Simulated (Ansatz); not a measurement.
# Changed inputs in constrained RPA: BaReO3 (cubic perovskite) (Pm-3m), part 2 of 2

Aim: hold the target of a cRPA run on BaReO3 (cubic perovskite) (Pm-3m) and move one thing at a time.

Ansatz 0.2.0; constrained RPA on LDA, plane waves, PAW.

So far. Step 4 (Changed: 2×2×2 mesh): On the Re t2g shell, screening brings the on-site interaction from 11.8 eV down to U = 3.04 eV. Step 5 (Changed: accuracy low): On the Re t2g shell, screening brings the on-site interaction from 10.9 eV down to U = 2.71 eV.

The structure was built from a prototype and need not be the compound's stable phase.

## (7) Changed: more bands than orbitals

File input.yaml:

```yaml
crystal:
  lattice:
    - [0.0, -3.96025645, 0.0]
    - [0.0, 0.0, 3.96025645]
    - [-3.96025645, 0.0, 0.0]
  atoms:
    - { symbol: Ba, position: [0.0, 0.0, 0.0] }
    - { symbol: Re, position: [0.5, 0.5, 0.5] }
    - { symbol: O, position: [0.5, 0.5, 0.0] }
    - { symbol: O, position: [0.5, 0.0, 0.5] }
    - { symbol: O, position: [0.0, 0.5, 0.5] }
kpoints:
  mp_grid: { grid: [6, 6, 6] }
hamiltonian:
  xc: lda
scf:
  occupations: { method: gaussian, width: 0.08 }
  n_extra_bands: 19
  max_iter: 150
  lower_state_search: "off"
output:
  crpa:
    kmesh: [4, 4, 4]
    target_bands: [v2, c2]
    projections: [{ species: Re, l: d, shell: 5, orbitals: [dxz, dyz, dxy] }]
```

Launch:

```bash
ansatz run input.yaml --threads 4 --pin off --max-ram 9216MiB --backend cpu --events-out ev --progress --plain --runs-dir out
```

Numbers of over 12 decimals in the logs are rounded to 6 here.

The log of the run:

```text
Error: invalid value for `output.crpa.projections`: 3 orbital(s) selected but the target window spans 4 band(s); name one orbital per band of it
```

The job ended after 0.12 s (4 threads of Arm Neoverse V2, shared host; peak memory 0.097 GiB).

The input was rejected at the start.

The program's message: “Error: invalid value for `output.crpa.projections`: 3 orbital(s) selected but the target window spans 4 band(s); name one orbital per band of it”

The fault put into this input: more bands than orbitals.

## (8) Changed: potentials

This step: constrained RPA on LDA, plane waves, norm-conserving pseudopotentials.

Edit input.yaml of step 7 so:

```diff
@@ -15,2 +15,3 @@
   xc: lda
+  pseudopotentials: { kind: nc }
 scf:
@@ -23,3 +24,3 @@
     kmesh: [4, 4, 4]
-    target_bands: [v2, c2]
+    target_bands: [v2, c1]
     projections: [{ species: Re, l: d, shell: 5, orbitals: [dxz, dyz, dxy] }]
```

The log of the run:

```text
[...]
Crystal: 5 atoms, lattice volume = 62.111 Å³
Basis set: ecut = 1142.878222 eV, 5449 PW (Γ)
Bands: 41, of which v1, the nominal top of the filled ones, is band 22 counted from 1 (21 counted from 0)
Symmetry: 48 space group operations
[...]
k-points: 20 of 216
[...]
k-point 19: bands = [... 18 lower, 12.0368, 12.0368, 17.2639, 17.2639, 17.2639, 19.1021, 19.1021, 19.1021, ... 15 higher]
[...]
χ-basis size per q: N_G = 208..251
[...]
Site 1, 5D, 3 of 5 d orbitals (Wannier functions 1, 2, 3; wannier90's mr 2, 3, 5):
      screened: U = 2.7457 eV, U' = 2.1775 eV, J = 0.2626 eV
      screened, to within: U = 5.9e-3 eV, U' = 5.9e-3 eV, J = 8.2e-4 eV
      bare: V = 10.8881 eV, V' = 10.0140 eV, J = 0.3725 eV
[...]
[key lines of the parts left out:]
SCF converged after 8 iterations
Free energy (F): -4480.105056 eV
Fermi energy:    15.635191 eV
```

The job ended after 94 s (4 threads; peak memory 1.1 GiB; 6 min of CPU time).

This step gave:

| Item | Value |
| --- | --- |
| U | 2.746 eV |
| U prime (inter-orbital) | 2.177 eV |
| J | 0.2626 eV |
| bare V | 10.89 eV |
| bare J | 0.3725 eV |
| stated bound on U | 0.005866 eV |
| U over bare V | 0.2522 |
| electrons in the window | 3.000 |
| head of the constrained inverse dielectric matrix | 0.1814 |
| least eigenvalue of the projection's overlap | 0.6118 |
| target functions | 3 |
| bands in the sums | 46 |
| width of the target bands | 4.276 eV |
| weight of the projected orbitals in the window | 0.7051 |

On the Re t2g shell, screening brings the on-site interaction from 10.9 eV down to U = 2.75 eV.

## (9) Changed: volume +3 %

This step: constrained RPA on LDA, plane waves, PAW.

The cell differs from the one that the last finished run ended in (a 3.960 → 3.999 Å, b 3.960 → 3.999 Å, c 3.960 → 3.999 Å).

Edit input.yaml of step 8 so:

```diff
@@ -2,5 +2,5 @@
   lattice:
-    - [0.0, -3.96025645, 0.0]
-    - [0.0, 0.0, 3.96025645]
-    - [-3.96025645, 0.0, 0.0]
+    - [0.0, -3.9994694601, 0.0]
+    - [0.0, 0.0, 3.9994694601]
+    - [-3.9994694601, 0.0, 0.0]
   atoms:
@@ -15,3 +15,2 @@
   xc: lda
-  pseudopotentials: { kind: nc }
 scf:
@@ -26 +25,6 @@
     projections: [{ species: Re, l: d, shell: 5, orbitals: [dxz, dyz, dxy] }]
+  local_orbitals:
+    kmesh: [8, 8, 8]
+    orbitals: [{ species: Re, l: d, shell: 5, orbitals: [dxz, dyz, dxy] }]
+    window: { bands: [v2, c1] }
+    seedname: lo
```

The log of the run:

```text
[...]
Crystal: 5 atoms, lattice volume = 63.975 Å³
Basis set: ecut = 420 eV, 1237 PW (Γ)
Bands: 41, of which v1, the nominal top of the filled ones, is band 22 counted from 1 (21 counted from 0)
Symmetry: 48 space group operations
[...]
k-points: 20 of 216
[...]
k-point 19: bands = [... 18 lower, 11.4958, 11.4958, 16.4946, 16.4946, 16.4946, 18.3953, 18.3953, 18.3953, ... 15 higher]
[...]
χ-basis size per q: N_G = 208..251
[...]
Site 1, 5D, 3 of 5 d orbitals (Wannier functions 1, 2, 3; wannier90's mr 2, 3, 5):
      screened: U = 2.7255 eV, U' = 2.1529 eV, J = 0.2631 eV
      screened, to within: U = 4.2e-3 eV, U' = 4.2e-3 eV, J = 4.5e-4 eV
      bare: V = 10.8910 eV, V' = 10.0129 eV, J = 0.3729 eV
[...]
[key lines of the parts left out:]
SCF converged after 6 iterations
Free energy (F): -18056.344297 eV
Fermi energy:    14.946683 eV
```

Elapsed: 25 s, on 4 threads; peak memory 0.59 GiB.

Numbers from this step:

* U: 2.726 eV
* U prime (inter-orbital): 2.153 eV
* J: 0.2631 eV
* bare V: 10.89 eV
* bare J: 0.3729 eV
* stated bound on U: 0.004192 eV
* U over bare V: 0.2503
* electrons in the window: 3.000
* head of the constrained inverse dielectric matrix: 0.1789
* least eigenvalue of the projection's overlap: 0.6113
* target functions: 3
* bands in the sums: 46
* r.m.s. miss of the model bands: 0.002295 eV
* width of the target bands: 4.085 eV
* weight of the projected orbitals in the window: 0.7055

On the Re t2g shell, screening brings the on-site interaction from 10.9 eV down to U = 2.73 eV.

## (10) Side by side

Times are wall times on 4 threads of Arm Neoverse V2, shared host, good to a factor of about two.

| run | bare V (eV) | U (eV) | J (eV) | bound on U (eV) | width (eV) | time |
| --- | --- | --- | --- | --- | --- | --- |
| target window | 10.87 | 2.734 | 0.263 | 0.0043 | 4.28 | 26 s |
| 6×6×6 mesh | 10.78 | 2.735 | 0.261 | 0.0044 | 4.28 | 2.2 min |
| 2×2×2 mesh | 11.81 | 3.041 | 0.294 | 0.0043 | 4.28 | 4.9 s |
| accuracy low | 10.87 | 2.706 | 0.260 | 0.0853 | 4.28 | 12 s |
| potentials | 10.89 | 2.746 | 0.263 | 0.0059 | 4.28 | 94 s |
| volume +3 % | 10.89 | 2.726 | 0.263 | 0.0042 | 4.09 | 25 s |

## (11) What came out

- target window: U 2.73 eV, J 0.26 eV
- 6×6×6 mesh: U 2.73 eV, J 0.26 eV
- 2×2×2 mesh: U 3.04 eV, J 0.29 eV
- accuracy low: U 2.71 eV, J 0.26 eV
- potentials: U 2.75 eV, J 0.26 eV
- volume +3 %: U 2.73 eV, J 0.26 eV

6×6×6 mesh moves U by +0.0003 eV (within the solver's bounds, for the mean over orbitals) at 5.0 times the time. 2×2×2 mesh moves U by +0.31 eV at 0.19 times the time. Accuracy low moves U by −0.03 eV (within the solver's bounds, for the mean over orbitals) at 0.47 times the time. Potentials moves U by +0.01 eV at 3.6 times the time. Volume +3 % moves U by −0.01 eV. The printed bound covers the solver alone, not the mesh. The parent state is non-magnetic and the interaction static (zero frequency); U depends on the window and the orbitals, so it belongs to this model alone. Spin-orbit coupling, which is strong for atoms this heavy, is left out.

[Paths, hosts, dates, memory and timing lines, banners, echoed tables and standing remarks are left out of the program output.]

[Logs are printed without paths, hosts, clocks, repeated set-up lines and the standing remarks that a program may print on its own settings, such as how far it seeks lower states.]

[Runs of the session that timed out or met a known fault of the program may be left out.]

[Hosts, paths, dates, database ids (printed as entryN), source tags and the programs' standing remarks are cut or masked in the printed files.]
